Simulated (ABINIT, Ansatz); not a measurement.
**CsCaBr3 (Pm-3m): zone-centre phonons**

Which modes does CsCaBr3 (Pm-3m) have at the zone centre?

Main program and level: ABINIT 10.8.3; DFT LDA, scalar-relativistic, plane waves, PseudoDojo norm-conserving pseudopotentials.

### 1. The starting structure

The structure is cubic, space group Pm-3m (No. 221). Conventional cell: a = 5.526 Å, b = 5.526 Å, c = 5.526 Å, α = 90.00°, β = 90.00°, γ = 90.00°. Nearest to Cs lie 12 Br at 3.91 Å. Ca has 6 Br at 2.76 Å nearest. Nearest to Br lie 2 Ca at 2.76 Å and 4 Cs at 3.91 Å. Farther neighbours and most contacts between anions are not listed.

### 2. Relaxation

The harmonic expansion needs vanishing forces, and a free crystal bears no stress, so cell and atoms are brought to rest. Stress is more sensitive to the basis than forces are: the last 3 Ha under the cutoff are smoothed with ecutsm, and the cutoff is raised above that of the later runs.

The starting cell comes from a relaxation made beforehand in Ansatz (LDA, PseudoDojo NC).

Input file relax.abi:

```
# relaxation
ionmov 2
optcell 2
dilatmx 1.08
ntime 40
tolmxf 1.0d-05
tolvrs 1.0d-14
prtwf 0
prtden 0
chksymtnons 0

# basis, mesh and filling
ecut 38.0
ecutsm 3.0
ngkpt 4 4 4
nshiftk 1
shiftk 0.0 0.0 0.0
istwfk *1
occopt 1
nband 20
nstep 100
diemac 9.0
prtebands 0
prtgsr 0
useylm 1

# cell and atoms
acell 10.4422037 10.4422037 10.4422037
rprim 
    1.0 0.0 0.0
    0.0 1.0 0.0
    0.0 0.0 1.0
ntypat 3
znucl 55 20 35
natom 5
typat 1 2 3 3 3
xred 
    0.0 0.0 0.0
    0.5 0.5 0.5
    0.5 0.0 0.5
    0.0 0.5 0.5
    0.5 0.5 0.0
pp_dirpath "./pseudo"
pseudos "Cs.upf, Ca.upf, Br.upf"
```

On the command line:

```
$ OMP_NUM_THREADS=1 mpirun -n 4 abinit relax.abi > relax.log
```

Numbers of over 12 decimals in the logs are rounded to 6 here.

relax.abo, the main output file:

```text
[banners, grids, parts of the stress and lines that vanish by symmetry left out]
- input  file    -> relax.abi
- output file    -> relax.abo
- root for input  files -> relaxi
[...]
Symmetries : space group Pm -3 m (#221); Bravais cP (primitive cubic)
[...]
mpw =       16176          nfft =      262144          nkpt =          10
[...]
== DATASET  1 ==================================================================
[...]
cutoff_energies: {ecut:  38.0, pawecutdg:  -1.0, }
[...]
ETOT  1  -109.76580224805    -1.098E+02 4.379E-02 1.820E+02
 ETOT  2  -109.82753521499    -6.173E-02 9.721E-05 4.489E+01
 ETOT  3  -109.82957238044    -2.037E-03 2.841E-05 1.030E+01
 ETOT  4  -109.82985422343    -2.818E-04 8.436E-06 1.672E-01
 ETOT  5  -109.82986969142    -1.547E-05 5.734E-07 1.968E-02
[...]
ETOT 14  -109.82987137715    -4.718E-12 3.489E-16 6.462E-13
 ETOT 15  -109.82987137715     1.137E-12 3.959E-17 5.499E-15
 At SCF step   15       vres2   =  5.50E-15 < tolvrs=  1.00E-14 =>converged.
[...]
sigma(1 1)=  3.83955611E-08  sigma(3 2)=  0.00000000E+00
  sigma(2 2)=  3.83955611E-08  sigma(3 1)=  0.00000000E+00
  sigma(3 3)=  3.83955611E-08  sigma(2 1)=  0.00000000E+00
[...]
convergence: {deltae:  1.137E-12, res2:  5.499E-15, residm:  3.959E-17, diffor: null, }
etotal    :  -1.09829871E+02
[...]
At Broyd/MD step   1, gradients are converged :
[...]
sigma(1 1)=  3.83955611E-08  sigma(3 2)=  0.00000000E+00
  sigma(2 2)=  3.83955611E-08  sigma(3 1)=  0.00000000E+00
  sigma(3 3)=  3.83955611E-08  sigma(2 1)=  0.00000000E+00
[...]
- sigma(1 1)=  1.12963641E-03  sigma(3 2)=  0.00000000E+00
- sigma(2 2)=  1.12963641E-03  sigma(3 1)=  0.00000000E+00
- sigma(3 3)=  1.12963641E-03  sigma(2 1)=  0.00000000E+00
[...]
fcart     -0.0000000000E+00 -0.0000000000E+00 -0.0000000000E+00
           strten      3.8395561074E-08  3.8395561074E-08  3.8395561075E-08
================================================================================

[key lines of the parts left out:]
pressure_GPa:  -1.1296E-03
Total energy (etotal) [Ha]= -1.09829871377146E+02
```

Run time: 49 s. Hardware: 4 MPI ranks of Arm Neoverse V1, shared host; 3.3 min of CPU time.

Little changed from the start: no atom moved by 0.005 Å and no cell edge by 0.1 %.

Read from the output:

```
volume per atom : 33.75 Å³
pressure        : -0.001130 GPa
```

### 3. Ground state

First-order wavefunctions inherit every error of the ground state, hence the very tight tolvrs.

Input file gs.abi:

```
# ground state
tolvrs 1.0d-16
prtden 1
prtwf 1

# basis, mesh and filling
ecut 30.0
ngkpt 4 4 4
nshiftk 1
shiftk 0.0 0.0 0.0
istwfk *1
occopt 1
nband 20
nstep 100
diemac 9.0
prtebands 0
prtgsr 0
useylm 1

# cell and atoms
acell 10.4422037 10.4422037 10.4422037
rprim 
    1.0 0.0 0.0
    0.0 1.0 0.0
    0.0 0.0 1.0
ntypat 3
znucl 55 20 35
natom 5
typat 1 2 3 3 3
xred 
    0.0 0.0 0.0
    0.5 0.5 0.5
    0.5 0.0 0.5
    0.0 0.5 0.5
    0.5 0.5 0.0
pp_dirpath "./pseudo"
pseudos "Cs.upf, Ca.upf, Br.upf"
```

On the command line:

```
$ OMP_NUM_THREADS=1 mpirun -n 4 abinit gs.abi > gs.log
```

gs.abo, the main output file:

```text
[banners, grids, parts of the stress and lines that vanish by symmetry left out]
- input  file    -> gs.abi
- output file    -> gs.abo
- root for input  files -> gsi
[...]
Symmetries : space group Pm -3 m (#221); Bravais cP (primitive cubic)
[...]
mpw =        9008          nfft =      157464          nkpt =          10
[...]
== DATASET  1 ==================================================================
[...]
cutoff_energies: {ecut:  30.0, pawecutdg:  -1.0, }
[...]
ETOT  1  -109.76634252510    -1.098E+02 1.315E-01 1.178E+02
 ETOT  2  -109.82762925095    -6.129E-02 9.375E-05 2.376E+01
 ETOT  3  -109.82947422111    -1.845E-03 3.155E-05 5.252E+00
 ETOT  4  -109.82972513797    -2.509E-04 6.092E-06 5.276E-02
 ETOT  5  -109.82973393307    -8.795E-06 1.990E-07 1.070E-02
[...]
ETOT 19  -109.82973556275     6.111E-12 3.655E-21 1.345E-16
 ETOT 20  -109.82973556275     9.379E-12 4.765E-22 8.448E-18
 At SCF step   20       vres2   =  8.45E-18 < tolvrs=  1.00E-16 =>converged.
[...]
sigma(1 1)=  1.28637201E-06  sigma(3 2)=  0.00000000E+00
  sigma(2 2)=  1.28637201E-06  sigma(3 1)=  0.00000000E+00
  sigma(3 3)=  1.28637201E-06  sigma(2 1)=  0.00000000E+00
[...]
convergence: {deltae:  9.379E-12, res2:  8.448E-18, residm:  4.765E-22, diffor: null, }
etotal    :  -1.09829736E+02
[...]
sigma(1 1)=  1.28637201E-06  sigma(3 2)=  0.00000000E+00
  sigma(2 2)=  1.28637201E-06  sigma(3 1)=  0.00000000E+00
  sigma(3 3)=  1.28637201E-06  sigma(2 1)=  0.00000000E+00
[...]
- sigma(1 1)=  3.78463711E-02  sigma(3 2)=  0.00000000E+00
- sigma(2 2)=  3.78463711E-02  sigma(3 1)=  0.00000000E+00
- sigma(3 3)=  3.78463711E-02  sigma(2 1)=  0.00000000E+00
[...]
fcart     -0.0000000000E+00 -0.0000000000E+00 -0.0000000000E+00
           strten      1.2863720085E-06  1.2863720085E-06  1.2863720085E-06
================================================================================

[key lines of the parts left out:]
pressure_GPa:  -3.7846E-02
```

The job ended after 44 s (4 MPI ranks; 2.9 min of CPU time).

Numbers from this step:

| Quantity | Value |
| --- | --- |
| pressure | -0.03785 GPa |

The cell stands at -0.038 GPa, close enough for phonons.

### 4. Empty bands

Empty bands on the ground state's density check that the gap assumed so far is there in this cell.

Input file gap.abi:

```
# empty bands on the ground state's density
iscf -2
getden_filepath "gso_DEN"
tolwfr 1.0d-12
nbdbuf 2
prtwf 0

# basis, mesh and filling
ecut 30.0
ngkpt 4 4 4
nshiftk 1
shiftk 0.0 0.0 0.0
istwfk *1
occopt 1
nband 24
nstep 100
diemac 9.0
prtebands 0
prtgsr 0
useylm 1

# cell and atoms
acell 10.4422037 10.4422037 10.4422037
rprim 
    1.0 0.0 0.0
    0.0 1.0 0.0
    0.0 0.0 1.0
ntypat 3
znucl 55 20 35
natom 5
typat 1 2 3 3 3
xred 
    0.0 0.0 0.0
    0.5 0.5 0.5
    0.5 0.0 0.5
    0.0 0.5 0.5
    0.5 0.5 0.0
pp_dirpath "./pseudo"
pseudos "Cs.upf, Ca.upf, Br.upf"
```

On the command line:

```
$ OMP_NUM_THREADS=1 mpirun -n 4 abinit gap.abi > gap.log
```

gap.abo, the main output file:

```text
[banners, grids, parts of the stress and lines that vanish by symmetry left out]
- input  file    -> gap.abi
- output file    -> gap.abo
- root for input  files -> gapi
[...]
Symmetries : space group Pm -3 m (#221); Bravais cP (primitive cubic)
[...]
mpw =        9008          nfft =      157464          nkpt =          10
[...]
== DATASET  1 ==================================================================
[...]
cutoff_energies: {ecut:  30.0, pawecutdg:  -1.0, }
[...]
-outvars: echo values of variables after computation
            acell      1.0442203700E+01  1.0442203700E+01  1.0442203700E+01 Bohr
================================================================================
```

It took 42 s on 4 MPI ranks; 2.8 min of CPU time.

This step gave:

* gap on the k-mesh: 4.361 eV

In this cell the gap on the mesh is 4.4 eV, indirect (smallest direct 4.6 eV), so fixed occupations hold.

### 5. Zone-centre response

The derivative of the wavefunctions by k comes first, since the response to a field is built on it; then the field and the displacements that symmetry doesn't supply are solved at q = 0.

It reads the wavefunctions written in step 3.

Input file dfpt_gamma.abi:

```
ndtset 2

# common to the responses
getwfk_filepath "gso_WFK"
kptopt 2
nqpt 1
qpt 0.0 0.0 0.0
asr 0
chneut 0

# d/dk
rfelfd1 2
rfdir1 1 1 1
iscf1 -3
tolwfr1 1.0d-20

# displacements, field
rfphon2 1
rfatpol2 1 5
rfdir2 1 1 1
rfelfd2 3
getddk2 1
tolvrs2 1.0d-10
prtwf2 0

# basis, mesh and filling
ecut 30.0
ngkpt 4 4 4
nshiftk 1
shiftk 0.0 0.0 0.0
istwfk *1
occopt 1
nband 20
nstep 100
diemac 9.0
prtebands 0
prtgsr 0
useylm 1

# cell and atoms
acell 10.4422037 10.4422037 10.4422037
rprim 
    1.0 0.0 0.0
    0.0 1.0 0.0
    0.0 0.0 1.0
ntypat 3
znucl 55 20 35
natom 5
typat 1 2 3 3 3
xred 
    0.0 0.0 0.0
    0.5 0.5 0.5
    0.5 0.0 0.5
    0.0 0.5 0.5
    0.5 0.5 0.0
pp_dirpath "./pseudo"
pseudos "Cs.upf, Ca.upf, Br.upf"
```

On the command line:

```
$ OMP_NUM_THREADS=1 mpirun -n 4 abinit dfpt_gamma.abi > dfpt_gamma.log
```

dfpt_gamma.abo, the main output file:

```text
[banners, grids, parts of the stress and lines that vanish by symmetry left out]
- input  file    -> dfpt_gamma.abi
- output file    -> dfpt_gamma.abo
- root for input  files -> dfpt_gammai
[...]
DATASET    1 : space group Pm -3 m (#221); Bravais cP (primitive cubic)
[...]
nfft =      157464          nkpt =          36
[...]
DATASET    2 : space group Pm -3 m (#221); Bravais cP (primitive cubic)
[...]
nfft =      157464          nkpt =          36
[...]
== DATASET  1 ==================================================================
[...]
cutoff_energies: {ecut:  30.0, pawecutdg:  -1.0, }
[...]
- 35.00000   7.00000  180309                  znucl, zion, pspdat
[...]
Perturbation : derivative vs k along direction   1
[...]
-ETOT  1  -14.802945050672     -1.480E+01 8.957E-02 0.000E+00
 ETOT  2  -14.904007553090     -1.011E-01 8.793E-03 0.000E+00
 ETOT  3  -14.907389242895     -3.382E-03 2.867E-04 0.000E+00
 ETOT  4  -14.907552837364     -1.636E-04 3.245E-05 0.000E+00
 ETOT  5  -14.907562154650     -9.317E-06 1.345E-06 0.000E+00
[...]
At SCF step   19   max residual=  1.00E-20 < tolwfr=  1.00E-20 =>converged.
[...]
Perturbation : derivative vs k along direction   2
[...]
-ETOT  1  -14.802829741452     -1.480E+01 8.957E-02 0.000E+00
[...]
At SCF step   19   max residual=  1.00E-20 < tolwfr=  1.00E-20 =>converged.
[...]
Perturbation : derivative vs k along direction   3
[...]
-ETOT  1  -14.802945038683     -1.480E+01 8.957E-02 0.000E+00
[...]
At SCF step   19   max residual=  1.00E-20 < tolwfr=  1.00E-20 =>converged.
[...]
1        1       1.0899110131   -0.0000000000
     1        2       0.0000000000    0.0000000000
     1        3       0.0000000000    0.0000000000
     2        1       0.0000000000    0.0000000000
     2        2       1.0899110131   -0.0000000000
     2        3       0.0000000000    0.0000000000
     3        1       0.0000000000    0.0000000000
     3        2       0.0000000000    0.0000000000
     3        3       1.0899110131   -0.0000000000
[...]
== DATASET  2 ==================================================================
[...]
cutoff_energies: {ecut:  30.0, pawecutdg:  -1.0, }
[...]
Perturbation : displacement of atom   1   along direction   1
[...]
-ETOT  1  0.799137     -1.081E+03 2.413E+00 6.144E+02
[...]
At SCF step   13       vres2   =  9.83E-12 < tolvrs=  1.00E-10 =>converged.
[...]
Perturbation : displacement of atom   2   along direction   1
[...]
-ETOT  1   16.924324386955     -4.957E+03 2.209E+01 6.517E+03
[...]
At SCF step   13       vres2   =  5.24E-12 < tolvrs=  1.00E-10 =>converged.
[...]
Perturbation : displacement of atom   3   along direction   1
[...]
-ETOT  1   1.291066     -9.713E+02 5.628E+00 1.536E+03
[...]
At SCF step   14       vres2   =  1.01E-11 < tolvrs=  1.00E-10 =>converged.
[...]
Perturbation : displacement of atom   3   along direction   2
[...]
-ETOT  1   10.372846068746     -9.777E+02 5.703E+00 7.066E+03
[...]
At SCF step   13       vres2   =  9.29E-11 < tolvrs=  1.00E-10 =>converged.
[...]
Perturbation : homogeneous electric field along direction   1
[...]
-ETOT  1  -64.599047589793     -6.460E+01 1.463E+00 2.324E+04
[...]
ETOT 12  -75.906577974754     -9.381E-11 3.355E-11 3.886E-09
 ETOT 13  -75.906577974764     -1.057E-11 6.162E-12 7.687E-12
 At SCF step   13       vres2   =  7.69E-12 < tolvrs=  1.00E-10 =>converged.
[...]
Dielectric tensor, in cartesian coordinates,
[...]
1    7   1    7         3.3138615857        -0.0000000000
   1    7   2    7        -0.0000000000        -0.0000000000
   1    7   3    7        -0.0000000000        -0.0000000000
   2    7   1    7        -0.0000000000        -0.0000000000
   2    7   2    7         3.3138615857        -0.0000000000
   2    7   3    7        -0.0000000000        -0.0000000000
   3    7   1    7        -0.0000000000        -0.0000000000
   3    7   2    7        -0.0000000000        -0.0000000000
   3    7   3    7         3.3138615857        -0.0000000000
  Effective charges, in cartesian coordinates,
[...]
1    1   1    7         1.3557402187         0.0000000000
   2    1   1    7         0.0000000000         0.0000000000
   3    1   1    7         0.0000000000         0.0000000000
   1    2   1    7         2.4724068003         0.0000000000
   2    2   1    7         0.0000000000         0.0000000000
[...]
Effective charges, in cartesian coordinates,
[...]
2    7   1    5         0.0000000000         0.0000000000
   3    7   1    5         0.0000000000         0.0000000000
   1    7   2    5         0.0000000000         0.0000000000
   2    7   2    5        -0.8965581058         0.0000000000
   3    7   2    5         0.0000000000         0.0000000000
   1    7   3    5         0.0000000000         0.0000000000
   2    7   3    5         0.0000000000         0.0000000000
   3    7   3    5        -2.0480131404         0.0000000000
  Phonon wavevector (reduced coordinates) :  0.00000  0.00000  0.00000
 Phonon energies in Hartree :
[...]
Phonon frequencies in cm-1    :
-  9.538206E-01  9.538208E-01  9.538211E-01  3.362401E+01  3.362401E+01
-  3.362401E+01  3.602161E+01  3.602161E+01  3.602161E+01  6.688362E+01
-  6.688362E+01  6.688362E+01  2.322120E+02  2.322120E+02  2.322120E+02
  Phonon at Gamma, with non-analyticity in the
[...]
Phonon energies in Hartree :
[...]
Phonon frequencies in cm-1    :
-  9.538206E-01  9.538208E-01  9.587564E-01  3.362401E+01  3.362401E+01
-  3.602161E+01  3.602161E+01  3.602161E+01  4.865498E+01  6.688362E+01
-  6.688362E+01  7.909605E+01  2.322120E+02  2.322120E+02  2.682032E+02
  Phonon at Gamma, with non-analyticity in the
[...]
Phonon energies in Hartree :
[...]
Phonon frequencies in cm-1    :
-  9.538206E-01  9.538211E-01  9.587561E-01  3.362401E+01  3.362401E+01
-  3.602161E+01  3.602161E+01  3.602161E+01  4.865498E+01  6.688362E+01
-  6.688362E+01  7.909605E+01  2.322120E+02  2.322120E+02  2.682032E+02
  Phonon at Gamma, with non-analyticity in the
[...]
Phonon energies in Hartree :
[...]
Phonon frequencies in cm-1    :
-  9.538208E-01  9.538211E-01  9.587560E-01  3.362401E+01  3.362401E+01
-  3.602161E+01  3.602161E+01  3.602161E+01  4.865498E+01  6.688362E+01
-  6.688362E+01  7.909605E+01  2.322120E+02  2.322120E+02  2.682032E+02
[...]
fcart2     0.0000000000E+00  0.0000000000E+00  0.0000000000E+00
           strten2     0.0000000000E+00  0.0000000000E+00  0.0000000000E+00
================================================================================
```

Wall time 10 min (4 MPI ranks).

Numbers from this step:

| Quantity | Value |
| --- | --- |
| miss of the charge sum rule | 0.01298 e |
| largest acoustic frequency at the zone centre before the sum rule | 0.95 cm⁻¹ |
| highest optical zone-centre mode (no LO-TO term) | 232.2 cm⁻¹ |
| lowest optical zone-centre mode | 33.62 cm⁻¹ |
| mean high-frequency dielectric constant | 3.314 |
| largest Born charge in size (third of the trace) | 2.472 e |

Born charge (rows field, columns displacement), before the sum rule (e), principal values of the symmetric part by kind of site:

```csv
atom,atoms with these values,low,middle,high,mean
Cs1,1,1.36,1.36,1.36,1.36
Ca2,1,2.47,2.47,2.47,2.47
Br3,3,-2.05,-0.90,-0.90,-1.28
```

In full for Ca2:

```
2.47 0.00 0.00
0.00 2.47 0.00
0.00 0.00 2.47
```

High-frequency dielectric tensor:

```
3.31 0.00 0.00
0.00 3.31 0.00
0.00 0.00 3.31
```

The acoustic modes at Γ come out as far as 0.9 cm⁻¹ from zero, where they should vanish, a small numerical error; the Born charges miss their sum rule by 0.013 e, which is good.

(Part 1 of 3 ends here.)

[Host names and launcher messages were left out of these logs when they were recorded.]

[Logs are printed without paths, hosts, clocks, repeated set-up lines and the standing remarks that a program may print on its own settings, such as how far it seeks lower states.]

[Hosts, paths, dates, database ids (printed as entryN), source tags and the programs' standing remarks are cut or masked in the printed files.]
